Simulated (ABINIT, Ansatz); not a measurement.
# CaAlSiH (P3m1): G0W0 with ABINIT, start to end, part 2 of 2

Wanted: ground state, empty states, screening and self-energy for CaAlSiH (P3m1).

ABINIT 10.8.3; PBEsol and many-body steps on it, plane waves. Known limits of the many-body steps: not at the basis limit; coarse k mesh.

So far. Step 3 (Empty states on the mesh, 3×3×4 mesh, 130 bands): On this mesh the gap is 0.573 eV. The earlier step found 0.289 eV, so this mesh misses an edge. Step 4 (Screening, 3×3×4 mesh, 122 bands, screening to 176.9 eV): Local fields lower ε∞ by 11 %. On a Γ-centred mesh this coarse the value itself is usually too large, while a short band sum pulls it down.

## 5. Self-energy, 3×3×4 mesh, 122 bands, screening to 176.9 eV

The self-energy is evaluated for the states that the input lists, and the levels follow from it, in one-shot runs by the linearised quasiparticle equation.

This step: G0W0 on PBEsol, plane waves, norm-conserving pseudopotentials.

run.abi

```
acell 3*1.0 Angstrom
rprim 
  4.143280229474 0.000000000031 0.000000000000
  -2.071640114764 3.588185933707 0.000000000000
  0.000000000000 0.000000000000 4.698226000000
ntypat 4
znucl 20 13 14 1
natom 4
typat 1 2 3 4
xred 
  0.000000000000 0.000000000000 0.999921000000
  0.666666666667 0.333333333333 0.457112000000
  0.333333333333 0.666666666667 0.565892000000
  0.666666666667 0.333333333333 0.083775000000
pp_dirpath "pseudos"
pseudos "Ca.upf, Al.upf, Si.upf, H.upf"
ecut 32
ngkpt 3 3 4
nshiftk 1
shiftk 0 0 0
kptopt 1
chksymbreak 0
istwfk *1
occopt 1
irdwfk 1
optdriver 4
nband 122
gwcalctyp 0
ecutsigx 32
symsigma 1
nkptgw 3
kptgw 
  0.0000000000 0.0000000000 0.5000000000
  -0.3333333333 0.0000000000 0.2500000000
  0.0000000000 0.0000000000 0.0000000000
bdgw 
  7 11
  8 11
  8 12
ecuteps 6.5
irdscr 1
ppmodel 1
indata_prefix "in"
outdata_prefix "out"
tmpdata_prefix "tmp"
```

Command:

```sh
OMP_NUM_THREADS=1 mpirun -n 4 abinit run.abi > log
```

Numbers of over 12 decimals in the logs are rounded to 6 here.

Output:

```text
.Version 10.8.3 of ABINIT. v10.8.2 released Aug 2026.

 Symmetries : space group P3 m 1 (#156); Bravais hP (primitive hexag.)
[... echo of the input left out ...]
== DATASET  1 ==================================================================
-   mpi_nproc: 4, omp_nthreads: 1 (-1 if OMP is not activated)

--- !DatasetInfo
iteration_state: {dtset: 1, }
dimensions: {natom: 4, nkpt: 10, mband: 122, nsppol: 1, nspinor: 1, nspden: 1, mpw: 4092, }
cutoff_energies: {ecut:  32.0, pawecutdg:  -1.0, }
electrons: {nelect:   1.80000000E+01, charge:   0.00000000E+00, occopt:   1.00000000E+00, tsmear:   1.00000000E-02, }

 SIGMA: Calculation of the GW corrections

 Based on a program developped by R.W. Godby, V. Olevano, G. Onida, and L. Reining.
 Incorporated in ABINIT by V. Olevano, G.-M. Rignanese, and M. Torrent.
.Using double precision arithmetic ; gwpc =  8

[... cell and pseudopotentials left out ...]
--------------------------------------------------------------------------------

 ==== K-mesh for the wavefunctions ====
 Number of points in the irreducible wedge :    10
[... list of points left out ...]
 Together with  6 symmetry operations and time-reversal symmetry
 yields    36 points in the full Brillouin Zone.

 ==== Q-mesh for screening function ====
 Number of points in the irreducible wedge :    10
[... list of points left out ...]
 Together with  6 symmetry operations and time-reversal symmetry
 yields    36 points in the full Brillouin Zone.

 vcoul_init : cutoff-mode = AUXILIARY_FUNCTION
 q-points for optical limit:   1
     1)      0.000010    0.000020    0.000030
 setmesh: FFT mesh size selected  =    36x   36x   45
          total number of points  =        58320

 Number of electrons calculated from density =   18.0000; Expected =   18.0000
 average of density, n =  0.038188
 r_s =    1.8422
 omega_plasma =   18.8502 [eV]

 === KS Band Gaps ===
  >>>> For spin  1
   Minimum direct gap =   1.3645 [eV], located at k-point      :   0.0000  0.0000  0.5000
   Fundamental gap    =   0.5729 [eV], Top of valence bands at :   0.0000  0.0000  0.5000
                                       Bottom of conduction at :  -0.3333  0.0000  0.2500
 SIGMA fundamental parameters:
 PLASMON POLE MODEL  1
 number of plane-waves for SigmaX                 4055
 number of plane-waves for SigmaC and W            365
 number of plane-waves for wavefunctions          4055
 number of bands                                   122
 number of independent spin polarizations            1
 number of spinorial components                      1
 number of k-points in IBZ                          10
 number of q-points in IBZ                          10
 number of symmetry operations                       6
 number of k-points in BZ                           36
 number of q-points in BZ                           36
 number of frequencies for dSigma/dE                 9
 frequency step for dSigma/dE [eV]                0.25
 number of omega for Sigma on real axis              0
 max omega for Sigma on real axis  [eV]           0.00
 zcut for avoiding poles [eV]                     0.10

 EPSILON^-1 parameters (SCR file):
 dimension of the eps^-1 matrix on file            365
 dimension of the eps^-1 matrix used               365
 number of plane-waves for wavefunctions          4055
 number of bands                                   122
 number of q-points in IBZ                          10
 number of frequencies                               2
 number of real frequencies                          1
 number of imag frequencies                          1

 matrix elements of self-energy operator (all in [eV])

 Perturbative Calculation

--- !SelfEnergy_ee
iteration_state: {dtset: 1, }
kpoint     : [   0.000,    0.000,    0.500, ]
spin       : 1
KS_gap     :    1.365
QP_gap     :    2.329
Delta_QP_KS:    0.965
data: !SigmaeeData |
     Band     E0 <VxcDFT>   SigX SigC(E0)      Z dSigC/dE  Sig(E)    E-E0       E
        7   5.143 -10.508 -12.057   0.942   0.756  -0.323 -10.967  -0.459   4.685
        8   5.143 -10.508 -12.057   0.942   0.756  -0.323 -10.967  -0.459   4.685
        9   5.611 -10.596 -11.761   0.648   0.762  -0.312 -10.990  -0.394   5.217
       10   6.975 -10.838  -6.035  -4.060   0.768  -0.302 -10.267   0.571   7.546
       11   6.975 -10.838  -6.035  -4.060   0.768  -0.302 -10.267   0.571   7.546

--- !SelfEnergy_ee
iteration_state: {dtset: 1, }
kpoint     : [  -0.333,    0.000,    0.250, ]
spin       : 1
KS_gap     :    1.658
QP_gap     :    2.276
Delta_QP_KS:    0.618
data: !SigmaeeData |
     Band     E0 <VxcDFT>   SigX SigC(E0)      Z dSigC/dE  Sig(E)    E-E0       E
        8   3.857 -10.184 -12.132   1.366   0.751  -0.331 -10.621  -0.438   3.419
        9   4.526 -10.017 -11.139   0.703   0.761  -0.315 -10.336  -0.319   4.207
       10   6.183  -9.651  -5.511  -3.752   0.772  -0.296  -9.352   0.299   6.483
       11   7.703 -10.350  -5.678  -4.152   0.770  -0.298  -9.950   0.400   8.103

--- !SelfEnergy_ee
iteration_state: {dtset: 1, }
kpoint     : [   0.000,    0.000,    0.000, ]
spin       : 1
KS_gap     :    2.393
QP_gap     :    3.004
Delta_QP_KS:    0.611
data: !SigmaeeData |
     Band     E0 <VxcDFT>   SigX SigC(E0)      Z dSigC/dE  Sig(E)    E-E0       E
        8   4.679 -10.437 -11.992   1.068   0.755  -0.325 -10.805  -0.367   4.312
        9   4.679 -10.437 -11.992   1.068   0.755  -0.325 -10.805  -0.367   4.312
       10   7.073  -9.680  -5.261  -4.101   0.767  -0.303  -9.436   0.244   7.316
       11   8.143  -9.888  -5.296  -4.240   0.764  -0.308  -9.619   0.269   8.411
       12   8.143  -9.888  -5.296  -4.240   0.764  -0.308  -9.619   0.269   8.411

== END DATASET(S) ==============================================================
================================================================================

 -outvars: echo values of variables after computation  --------
           etotal      0.0000000000E+00
            nband         122
             nkpt          10
          spgroup         156
 [... the other variables as echoed above ...]

 Calculation completed.
```

It took 49 s on 4 MPI ranks of Intel Xeon Platinum 8259CL at 2.50GHz (Skylake/Cascade Lake), shared host; peak memory 1.1 GiB; 3.2 min of CPU time.

This step gave:

| Property | Result |
| --- | --- |
| G0W0 gap on the points computed | 1.266 eV |
| starting gap on the mesh | 0.5729 eV |
| k of the valence top | 0, 0, 0.5 |
| k of the conduction bottom | -0.3333, 0, 0.25 |
| Z at the valence top | 0.762 |
| Z at the conduction bottom | 0.772 |
| least direct G0W0 gap on the computed points | 2.276 eV |

The gap on the mesh goes from 0.57 eV to 1.27 eV, a correction of +0.69 eV. The start differs from the 0.29 eV found before because the two sample other k points.

Limits: finite bands, cutoff and mesh; coarse k mesh. v1 is the top filled band, c1 the lowest empty one. Levels before and after the correction, in eV, zero at the valence-band top of each column:

|  | conduction bottom | valence top |
| --- | --- | --- |
| Kohn-Sham | 0.57 | 0.00 |
| G0W0 | 1.27 | 0.00 |

|  | level | energy (eV) |
| --- | --- | --- |
| Kohn-Sham | (0 0 0.5) v3-v2 | -0.467 |
| Kohn-Sham | (0 0 0.5) v1 | 0.000 |
| Kohn-Sham | (0 0 0.5) c1-c2 | 1.365 |
| Kohn-Sham | (-0.333 0 0.25) v2 | -1.754 |
| Kohn-Sham | (-0.333 0 0.25) v1 | -1.085 |
| Kohn-Sham | (-0.333 0 0.25) c1 | 0.573 |
| Kohn-Sham | (-0.333 0 0.25) c2 | 2.092 |
| G0W0 | (0 0 0.5) v3-v2 | -0.532 |
| G0W0 | (0 0 0.5) v1 | 0.000 |
| G0W0 | (0 0 0.5) c1-c2 | 2.329 |
| G0W0 | (-0.333 0 0.25) v2 | -1.798 |
| G0W0 | (-0.333 0 0.25) v1 | -1.010 |
| G0W0 | (-0.333 0 0.25) c1 | 1.266 |
| G0W0 | (-0.333 0 0.25) c2 | 2.886 |

## 6. Where the time went

Times are wall times on 4 MPI ranks of Intel Xeon Platinum 8259CL at 2.50GHz (Skylake/Cascade Lake), shared host, good to a factor of about two.

| step | time | share | memory (GiB) |
| --- | --- | --- | --- |
| ground state | 26 s | 9 % | 0.36 |
| empty states on the mesh | 2.5 min | 56 % | 3.8 |
| screening | 44 s | 16 % | 0.93 |
| self-energy | 49 s | 18 % | 1.1 |

## 7. Results

| Item | Value |
| --- | --- |
| PBEsol gap | 0.29 eV, indirect |
| G0W0 gap on the mesh | 1.27 eV |
| G0W0 gap over the zone (rigid shift) | 0.98 eV |
| GW settings | 3×3×4 mesh, 122 bands, screening to 176.9 eV, Godby-Needs plasmon pole |
| known limits | not at the basis limit; coarse k mesh |

What this shows: G0W0 moves the gap on the mesh from 0.57 eV to 1.27 eV (+0.69 eV), with Z of 0.76 and 0.77 at the edges. The mesh misses the band edges by 0.28 eV in all; a rigid shift gives 0.98 eV for the zone. Local fields lower the RPA ε∞ on this mesh from 24.23 to 21.46; a Γ-centred mesh this coarse tends to raise both, most where the direct gap is narrow, while a short band sum lowers them. Only 3 of the mesh's irreducible points were corrected, so a valley elsewhere could overtake. The dearest step here is «empty states on the mesh». Bands and cutoff are finite, so the gap is not at the basis limit. The miss can reach some tenths of an eV and take either sign; the mesh is an error of its own. In the G0W0 run levels were corrected at 3 k points alone, so a gap called «on the mesh» is the least over those, and an edge elsewhere would be missed. A denser mesh or path gives a starting gap of 0.29 eV: the GW mesh misses a band edge, so its gaps are not the fundamental one. The 3×3×4 mesh is coarse for this cell, which bears on the long-range parts of exchange and screening.

[Paths, hosts, dates, memory and timing lines, banners, echoed tables and standing remarks are left out of the program output.]

[Logs are printed without paths, hosts, clocks, repeated set-up lines and the standing remarks that a program may print on its own settings, such as how far it seeks lower states.]

[Runs of the session that timed out or met a known fault of the program may be left out.]

[Hosts, paths, dates, database ids (printed as entryN), source tags and the programs' standing remarks are cut or masked in the printed files.]

[G0W0 gaps are taken among the corrected bands and points alone; a level outside them can change the order at an edge.]

[Where Ansatz stands beside ABINIT at settings called matched, ABINIT's density can come from a denser mesh and the files from another edition; pairs whose starting gaps differed by over 0.03 eV were left out, so agreement reads better than it is.]
